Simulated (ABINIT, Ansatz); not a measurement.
# SiSnSe3 (Pm-3m): zone-centre phonons, part 3 of 4

Wanted: the vibrations of SiSnSe3 (Pm-3m) at Γ, by two programs.

ABINIT 10.8.3; DFT LDA, scalar-relativistic, plane waves, HGH norm-conserving pseudopotentials.

So far. Step 3 (Self-consistent run for the response): The cell stands at -1.1 GPa: the relaxation ran with a smoothed and higher cutoff, and the difference is a stress of the finite basis. Step 4 (Linear response at Γ): The acoustic modes at Γ come out as far as 3.2 cm⁻¹ from zero, where they should vanish, a small numerical error. The lowest optical mode is imaginary, 116i cm⁻¹, an instability at this level and on this k mesh. The relaxed cell has a = 4.789 Å (conventional setting).

The structure was built from a prototype and need not be the compound's stable phase.

### Step 5. Modes with the sum rule

anaddb reads the merged derivatives and imposes the acoustic sum rule.

Contents of anaddb.abi:

```
ddb_filepath "gamma_DDB"
output_file "anaddb.abo"
outdata_prefix "anaddb"
asr 1
chneut 1
enunit 2
eivec 1
nph1l 1
qph1l 0.0 0.0 0.0 1.0
```

Contents of mrgddb.in:

```
gamma_DDB
merged
2
dfpt_gammao_DDB
gso_DDB
```

Run with:

```console
> mrgddb < mrgddb.in > mrgddb.log
> OMP_NUM_THREADS=1 anaddb anaddb.abi > anaddb.log
```

anaddb.abo, the main output file:

```text
-outvars_anaddb: echo values of input variables ----------------------

 Miscellaneous information :
      enunit         2
       eivec         1
         asr         1
 First list of wavevector (reduced coord.) :
       nph1l         1
       qph1l
                     0.00000000E+00  0.00000000E+00  0.00000000E+00    1.000E+00

================================================================================

 read the DDB information and perform some checks

  ==== Info on the Cryst% object ====
 Real(R)+Recip(G) space primitive vectors, cartesian coordinates (Bohr,Bohr^-1):
 R(1)=  9.0504982  0.0000000  0.0000000  G(1)=  0.1104912  0.0000000  0.0000000
 R(2)=  0.0000000  9.0504982  0.0000000  G(2)=  0.0000000  0.1104912  0.0000000
 R(3)=  0.0000000  0.0000000  9.0504982  G(3)=  0.0000000  0.0000000  0.1104912
 Unit cell volume ucvol=  7.4134003E+02 bohr^3
 Angles (23,13,12)=  9.00000000E+01  9.00000000E+01  9.00000000E+01 degrees
 Time-reversal symmetry is present
 Reduced atomic positions [iatom, xred, symbol]:
    1)    0.0000000  0.0000000  0.0000000  Sn
    2)    0.5000000  0.5000000  0.5000000  Si
    3)    0.5000000  0.5000000  0.0000000  Se
    4)    0.5000000  0.0000000  0.5000000  Se
    5)    0.0000000  0.5000000  0.5000000  Se

 DDB file with 3 blocks has been read.

================================================================================

 Treat the first list of vectors

  Phonon wavevector (reduced coordinates) :  0.00000  0.00000  0.00000
 Phonon energies in Hartree :
  -5.269429E-04 -5.269429E-04 -5.269429E-04 -3.163410E-04 -3.163410E-04
  -3.163410E-04 -2.377058E-04 -2.377058E-04 -2.377058E-04  0.000000E+00
   0.000000E+00  0.000000E+00  1.088321E-03  1.088321E-03  1.088321E-03
 Phonon energies in meV     :
- -1.433885E+01 -1.433885E+01 -1.433885E+01 -8.608077E+00 -8.608077E+00
- -8.608077E+00 -6.468304E+00 -6.468304E+00 -6.468304E+00  0.000000E+00
-  0.000000E+00  0.000000E+00  2.961473E+01  2.961473E+01  2.961473E+01
 Phonon frequencies in cm-1    :
- -1.156506E+02 -1.156506E+02 -1.156506E+02 -6.942882E+01 -6.942882E+01
- -6.942882E+01 -5.217039E+01 -5.217039E+01 -5.217039E+01  0.000000E+00
-  0.000000E+00  0.000000E+00  2.388589E+02  2.388589E+02  2.388589E+02
 Phonon frequencies in Thz     :
- -3.467118E+00 -3.467118E+00 -3.467118E+00 -2.081424E+00 -2.081424E+00
- -2.081424E+00 -1.564029E+00 -1.564029E+00 -1.564029E+00  0.000000E+00
-  0.000000E+00  0.000000E+00  7.160810E+00  7.160810E+00  7.160810E+00
 Phonon energies in Kelvin  :
- -1.663954E+02 -1.663954E+02 -1.663954E+02 -9.989258E+01 -9.989258E+01
- -9.989258E+01 -7.506155E+01 -7.506155E+01 -7.506155E+01  0.000000E+00
-  0.000000E+00  0.000000E+00  3.436647E+02  3.436647E+02  3.436647E+02

 Eigendisplacements
 (will be given, for each mode : in cartesian coordinates
   for each atom the real part of the displacement vector,
   then the imaginary part of the displacement vector - absolute values smaller than 1.0d-7 are set to zero)
  Mode number    1   Energy   -5.269429E-04
 Attention : low frequency mode.
   (Could be unstable or acoustic mode)
-  1  0.00000000E+00  0.00000000E+00  1.18993992E-03
-     0.00000000E+00  0.00000000E+00  0.00000000E+00
-  2  0.00000000E+00  0.00000000E+00  1.65621721E-03
-     0.00000000E+00  0.00000000E+00  0.00000000E+00
-  3  0.00000000E+00  0.00000000E+00  3.49822187E-04
-     0.00000000E+00  0.00000000E+00  0.00000000E+00
-  4  0.00000000E+00  0.00000000E+00 -1.36395187E-03
-     0.00000000E+00  0.00000000E+00  0.00000000E+00
-  5  0.00000000E+00  0.00000000E+00 -1.36395187E-03
-     0.00000000E+00  0.00000000E+00  0.00000000E+00
  Mode number    2   Energy   -5.269429E-04
 Attention : low frequency mode.
   (Could be unstable or acoustic mode)
-  1  0.00000000E+00 -1.18993992E-03  0.00000000E+00
-     0.00000000E+00  0.00000000E+00  0.00000000E+00
-  2  0.00000000E+00 -1.65621721E-03  0.00000000E+00
-     0.00000000E+00  0.00000000E+00  0.00000000E+00
-  3  0.00000000E+00  1.36395187E-03  0.00000000E+00
-     0.00000000E+00  0.00000000E+00  0.00000000E+00
-  4  0.00000000E+00 -3.49822187E-04  0.00000000E+00
-     0.00000000E+00  0.00000000E+00  0.00000000E+00
-  5  0.00000000E+00  1.36395187E-03  0.00000000E+00
-     0.00000000E+00  0.00000000E+00  0.00000000E+00
  Mode number    3   Energy   -5.269429E-04
 Attention : low frequency mode.
   (Could be unstable or acoustic mode)
-  1  1.18993992E-03  0.00000000E+00  0.00000000E+00
-     0.00000000E+00  0.00000000E+00  0.00000000E+00
-  2  1.65621721E-03  0.00000000E+00  0.00000000E+00
-     0.00000000E+00  0.00000000E+00  0.00000000E+00
-  3 -1.36395187E-03  0.00000000E+00  0.00000000E+00
-     0.00000000E+00  0.00000000E+00  0.00000000E+00
-  4 -1.36395187E-03  0.00000000E+00  0.00000000E+00
-     0.00000000E+00  0.00000000E+00  0.00000000E+00
-  5  3.49822187E-04  0.00000000E+00  0.00000000E+00
-     0.00000000E+00  0.00000000E+00  0.00000000E+00
  Mode number    4   Energy   -3.163410E-04
 Attention : low frequency mode.
   (Could be unstable or acoustic mode)
-  1  0.00000000E+00  0.00000000E+00  0.00000000E+00
-     0.00000000E+00  0.00000000E+00  0.00000000E+00
-  2  0.00000000E+00  0.00000000E+00  0.00000000E+00
-     0.00000000E+00  0.00000000E+00  0.00000000E+00
-  3  0.00000000E+00  0.00000000E+00  0.00000000E+00
-     0.00000000E+00  0.00000000E+00  0.00000000E+00
-  4  0.00000000E+00  0.00000000E+00  1.86380890E-03
-     0.00000000E+00  0.00000000E+00  0.00000000E+00
-  5  0.00000000E+00  0.00000000E+00 -1.86380890E-03
-     0.00000000E+00  0.00000000E+00  0.00000000E+00
  Mode number    5   Energy   -3.163410E-04
 Attention : low frequency mode.
   (Could be unstable or acoustic mode)
-  1  0.00000000E+00  0.00000000E+00  0.00000000E+00
-     0.00000000E+00  0.00000000E+00  0.00000000E+00
-  2  0.00000000E+00  0.00000000E+00  0.00000000E+00
-     0.00000000E+00  0.00000000E+00  0.00000000E+00
-  3  0.00000000E+00 -1.86380890E-03  0.00000000E+00
-     0.00000000E+00  0.00000000E+00  0.00000000E+00
-  4  0.00000000E+00  0.00000000E+00  0.00000000E+00
-     0.00000000E+00  0.00000000E+00  0.00000000E+00
-  5  0.00000000E+00  1.86380890E-03  0.00000000E+00
-     0.00000000E+00  0.00000000E+00  0.00000000E+00
  Mode number    6   Energy   -3.163410E-04
 Attention : low frequency mode.
   (Could be unstable or acoustic mode)
-  1  0.00000000E+00  0.00000000E+00  0.00000000E+00
-     0.00000000E+00  0.00000000E+00  0.00000000E+00
-  2  0.00000000E+00  0.00000000E+00  0.00000000E+00
-     0.00000000E+00  0.00000000E+00  0.00000000E+00
-  3  1.86380890E-03  0.00000000E+00  0.00000000E+00
-     0.00000000E+00  0.00000000E+00  0.00000000E+00
-  4 -1.86380890E-03  0.00000000E+00  0.00000000E+00
-     0.00000000E+00  0.00000000E+00  0.00000000E+00
-  5  0.00000000E+00  0.00000000E+00  0.00000000E+00
-     0.00000000E+00  0.00000000E+00  0.00000000E+00
  Mode number    7   Energy   -2.377058E-04
 Attention : low frequency mode.
   (Could be unstable or acoustic mode)
-  1  0.00000000E+00  0.00000000E+00  1.33205719E-03
-     0.00000000E+00  0.00000000E+00  0.00000000E+00
-  2  0.00000000E+00  0.00000000E+00 -2.62334103E-03
-     0.00000000E+00  0.00000000E+00  0.00000000E+00
-  3  0.00000000E+00  0.00000000E+00 -1.33997075E-03
-     0.00000000E+00  0.00000000E+00  0.00000000E+00
-  4  0.00000000E+00  0.00000000E+00  1.35213240E-04
-     0.00000000E+00  0.00000000E+00  0.00000000E+00
-  5  0.00000000E+00  0.00000000E+00  1.35213240E-04
-     0.00000000E+00  0.00000000E+00  0.00000000E+00
  Mode number    8   Energy   -2.377058E-04
 Attention : low frequency mode.
   (Could be unstable or acoustic mode)
-  1  0.00000000E+00  1.33205719E-03  0.00000000E+00
-     0.00000000E+00  0.00000000E+00  0.00000000E+00
-  2  0.00000000E+00 -2.62334103E-03  0.00000000E+00
-     0.00000000E+00  0.00000000E+00  0.00000000E+00
-  3  0.00000000E+00  1.35213240E-04  0.00000000E+00
-     0.00000000E+00  0.00000000E+00  0.00000000E+00
-  4  0.00000000E+00 -1.33997075E-03  0.00000000E+00
-     0.00000000E+00  0.00000000E+00  0.00000000E+00
-  5  0.00000000E+00  1.35213240E-04  0.00000000E+00
-     0.00000000E+00  0.00000000E+00  0.00000000E+00
  Mode number    9   Energy   -2.377058E-04
 Attention : low frequency mode.
   (Could be unstable or acoustic mode)
-  1  1.33205719E-03  0.00000000E+00  0.00000000E+00
-     0.00000000E+00  0.00000000E+00  0.00000000E+00
-  2 -2.62334103E-03  0.00000000E+00  0.00000000E+00
-     0.00000000E+00  0.00000000E+00  0.00000000E+00
-  3  1.35213240E-04  0.00000000E+00  0.00000000E+00
-     0.00000000E+00  0.00000000E+00  0.00000000E+00
-  4  1.35213240E-04  0.00000000E+00  0.00000000E+00
-     0.00000000E+00  0.00000000E+00  0.00000000E+00
-  5 -1.33997075E-03  0.00000000E+00  0.00000000E+00
-     0.00000000E+00  0.00000000E+00  0.00000000E+00
  Mode number   10   Energy    0.000000E+00
 Attention : low frequency mode.
   (Could be unstable or acoustic mode)
-  1  0.00000000E+00  0.00000000E+00 -1.19574443E-03
-     0.00000000E+00  0.00000000E+00  0.00000000E+00
-  2  0.00000000E+00  0.00000000E+00 -1.19573957E-03
-     0.00000000E+00  0.00000000E+00  0.00000000E+00
-  3  0.00000000E+00  0.00000000E+00 -1.19574145E-03
-     0.00000000E+00  0.00000000E+00  0.00000000E+00
-  4  0.00000000E+00  0.00000000E+00 -1.19574377E-03
-     0.00000000E+00  0.00000000E+00  0.00000000E+00
-  5  0.00000000E+00  0.00000000E+00 -1.19574377E-03
-     0.00000000E+00  0.00000000E+00  0.00000000E+00
  Mode number   11   Energy    0.000000E+00
 Attention : low frequency mode.
   (Could be unstable or acoustic mode)
-  1  0.00000000E+00  1.19574443E-03  0.00000000E+00
-     0.00000000E+00  0.00000000E+00  0.00000000E+00
-  2  0.00000000E+00  1.19573957E-03  0.00000000E+00
-     0.00000000E+00  0.00000000E+00  0.00000000E+00
-  3  0.00000000E+00  1.19574377E-03  0.00000000E+00
-     0.00000000E+00  0.00000000E+00  0.00000000E+00
-  4  0.00000000E+00  1.19574145E-03  0.00000000E+00
-     0.00000000E+00  0.00000000E+00  0.00000000E+00
-  5  0.00000000E+00  1.19574377E-03  0.00000000E+00
-     0.00000000E+00  0.00000000E+00  0.00000000E+00
  Mode number   12   Energy    0.000000E+00
 Attention : low frequency mode.
   (Could be unstable or acoustic mode)
-  1  1.19574443E-03  0.00000000E+00  0.00000000E+00
-     0.00000000E+00  0.00000000E+00  0.00000000E+00
-  2  1.19573957E-03  0.00000000E+00  0.00000000E+00
-     0.00000000E+00  0.00000000E+00  0.00000000E+00
-  3  1.19574377E-03  0.00000000E+00  0.00000000E+00
-     0.00000000E+00  0.00000000E+00  0.00000000E+00
-  4  1.19574377E-03  0.00000000E+00  0.00000000E+00
-     0.00000000E+00  0.00000000E+00  0.00000000E+00
-  5  1.19574145E-03  0.00000000E+00  0.00000000E+00
-     0.00000000E+00  0.00000000E+00  0.00000000E+00
  Mode number   13   Energy    1.088321E-03
-  1  0.00000000E+00  0.00000000E+00  3.22299197E-05
-     0.00000000E+00  0.00000000E+00  0.00000000E+00
-  2  0.00000000E+00  0.00000000E+00  2.91165399E-03
-     0.00000000E+00  0.00000000E+00  0.00000000E+00
-  3  0.00000000E+00  0.00000000E+00 -1.89733298E-03
-     0.00000000E+00  0.00000000E+00  0.00000000E+00
-  4  0.00000000E+00  0.00000000E+00  4.06611798E-04
-     0.00000000E+00  0.00000000E+00  0.00000000E+00
-  5  0.00000000E+00  0.00000000E+00  4.06611798E-04
-     0.00000000E+00  0.00000000E+00  0.00000000E+00
  Mode number   14   Energy    1.088321E-03
-  1  0.00000000E+00 -3.22299197E-05  0.00000000E+00
-     0.00000000E+00  0.00000000E+00  0.00000000E+00
-  2  0.00000000E+00 -2.91165399E-03  0.00000000E+00
-     0.00000000E+00  0.00000000E+00  0.00000000E+00
-  3  0.00000000E+00 -4.06611797E-04  0.00000000E+00
-     0.00000000E+00  0.00000000E+00  0.00000000E+00
-  4  0.00000000E+00  1.89733298E-03  0.00000000E+00
-     0.00000000E+00  0.00000000E+00  0.00000000E+00
-  5  0.00000000E+00 -4.06611797E-04  0.00000000E+00
-     0.00000000E+00  0.00000000E+00  0.00000000E+00
  Mode number   15   Energy    1.088321E-03
-  1  3.22299197E-05  0.00000000E+00  0.00000000E+00
-     0.00000000E+00  0.00000000E+00  0.00000000E+00
-  2  2.91165399E-03  0.00000000E+00  0.00000000E+00
-     0.00000000E+00  0.00000000E+00  0.00000000E+00
-  3  4.06611797E-04  0.00000000E+00  0.00000000E+00
-     0.00000000E+00  0.00000000E+00  0.00000000E+00
-  4  4.06611797E-04  0.00000000E+00  0.00000000E+00
-     0.00000000E+00  0.00000000E+00  0.00000000E+00
-  5 -1.89733298E-03  0.00000000E+00  0.00000000E+00
-     0.00000000E+00  0.00000000E+00  0.00000000E+00

 Analysis of degeneracies and characters (maximum tolerance=1.00E-06 a.u.)
 For each vibration mode, or group of modes if degenerate,
 the characters are given for each symmetry operation (see the list in the log file).
 Symmetry characters of vibration mode #   1
       degenerate with vibration modes #   2 to    3
  3.0 -3.0 -1.0  1.0 -1.0  1.0 -1.0  1.0  1.0 -1.0 -1.0  1.0  1.0 -1.0 -1.0  1.0
 -0.0  0.0 -0.0  0.0  0.0 -0.0  0.0 -0.0  1.0 -1.0 -1.0  1.0 -1.0  1.0  1.0 -1.0
 -0.0  0.0  0.0 -0.0  0.0 -0.0 -0.0  0.0  1.0 -1.0  1.0 -1.0 -1.0  1.0 -1.0  1.0
 Symmetry characters of vibration mode #   4
       degenerate with vibration modes #   5 to    6
  3.0 -3.0 -1.0  1.0 -1.0  1.0 -1.0  1.0 -1.0  1.0  1.0 -1.0 -1.0  1.0  1.0 -1.0
  0.0 -0.0  0.0 -0.0 -0.0  0.0 -0.0  0.0 -1.0  1.0  1.0 -1.0  1.0 -1.0 -1.0  1.0
  0.0 -0.0 -0.0  0.0 -0.0  0.0  0.0 -0.0 -1.0  1.0 -1.0  1.0  1.0 -1.0  1.0 -1.0
 Symmetry characters of vibration mode #   7
       degenerate with vibration modes #   8 to    9
  3.0 -3.0 -1.0  1.0 -1.0  1.0 -1.0  1.0  1.0 -1.0 -1.0  1.0  1.0 -1.0 -1.0  1.0
  0.0 -0.0  0.0 -0.0 -0.0  0.0 -0.0  0.0  1.0 -1.0 -1.0  1.0 -1.0  1.0  1.0 -1.0
  0.0 -0.0 -0.0  0.0 -0.0  0.0  0.0 -0.0  1.0 -1.0  1.0 -1.0 -1.0  1.0 -1.0  1.0
 Symmetry characters of vibration mode #  10
       degenerate with vibration modes #  11 to   12
  3.0 -3.0 -1.0  1.0 -1.0  1.0 -1.0  1.0  1.0 -1.0 -1.0  1.0  1.0 -1.0 -1.0  1.0
  0.0 -0.0  0.0 -0.0 -0.0  0.0 -0.0  0.0  1.0 -1.0 -1.0  1.0 -1.0  1.0  1.0 -1.0
  0.0 -0.0 -0.0  0.0 -0.0  0.0  0.0 -0.0  1.0 -1.0  1.0 -1.0 -1.0  1.0 -1.0  1.0
 Symmetry characters of vibration mode #  13
       degenerate with vibration modes #  14 to   15
  3.0 -3.0 -1.0  1.0 -1.0  1.0 -1.0  1.0  1.0 -1.0 -1.0  1.0  1.0 -1.0 -1.0  1.0
  0.0 -0.0  0.0 -0.0 -0.0  0.0 -0.0  0.0  1.0 -1.0 -1.0  1.0 -1.0  1.0  1.0 -1.0
  0.0 -0.0 -0.0  0.0 -0.0  0.0  0.0 -0.0  1.0 -1.0  1.0 -1.0 -1.0  1.0 -1.0  1.0
-
```

Run time: 0.57 s. Hardware: 1 thread of Arm Neoverse V2, shared host.

Numbers from this step:

- lowest optical zone-centre mode: -115.7 cm⁻¹

No LO-TO term; unit eigenvectors of the mass-weighted matrix, from anaddb's displacements. Modes at Γ, with each element's share of the kinetic energy (negative means imaginary):

```tsv
mode	frequency (cm⁻¹)	symmetry	Sn %	Si %	Se %
1	-115.7	T1u	31	14	55
2	-115.7	T1u	31	14	55
3	-115.7	T1u	31	14	55
4	-69.4	T2u	0	0	100
5	-69.4	T2u	0	0	100
6	-69.4	T2u	0	0	100
7	-52.2	T1u	38	35	26
8	-52.2	T1u	38	35	26
9	-52.2	T1u	38	35	26
10	0.0	acoustic	31	7	62
11	0.0	acoustic	31	7	62
12	0.0	acoustic	31	7	62
13	238.9	T1u	0	43	57
14	238.9	T1u	0	43	57
15	238.9	T1u	0	43	57
```

Displacements in mode 1 (-115.7 cm⁻¹), the largest set to 1:
```
Sn1  0.00  0.00  0.72
Si2  0.00  0.00  1.00
Se3  0.00  0.00  0.21
Se4  0.00  0.00 -0.82
Se5  0.00  0.00 -0.82
```

Displacements in mode 13 (238.9 cm⁻¹), the largest set to 1:
```
Sn1  0.00  0.00  0.01
Si2  0.00  0.00  1.00
Se3  0.00  0.00 -0.65
Se4  0.00  0.00  0.14
Se5  0.00  0.00  0.14
```

The rule moves no optical mode by more than 0.2 cm⁻¹.

[end of part 3 of 4]

[Host names and launcher messages were left out of these logs when they were recorded.]

[Logs are printed without paths, hosts, clocks, repeated set-up lines and the standing remarks that a program may print on its own settings, such as how far it seeks lower states.]

[Hosts, paths, dates, database ids (printed as entryN), source tags and the programs' standing remarks are cut or masked in the printed files.]
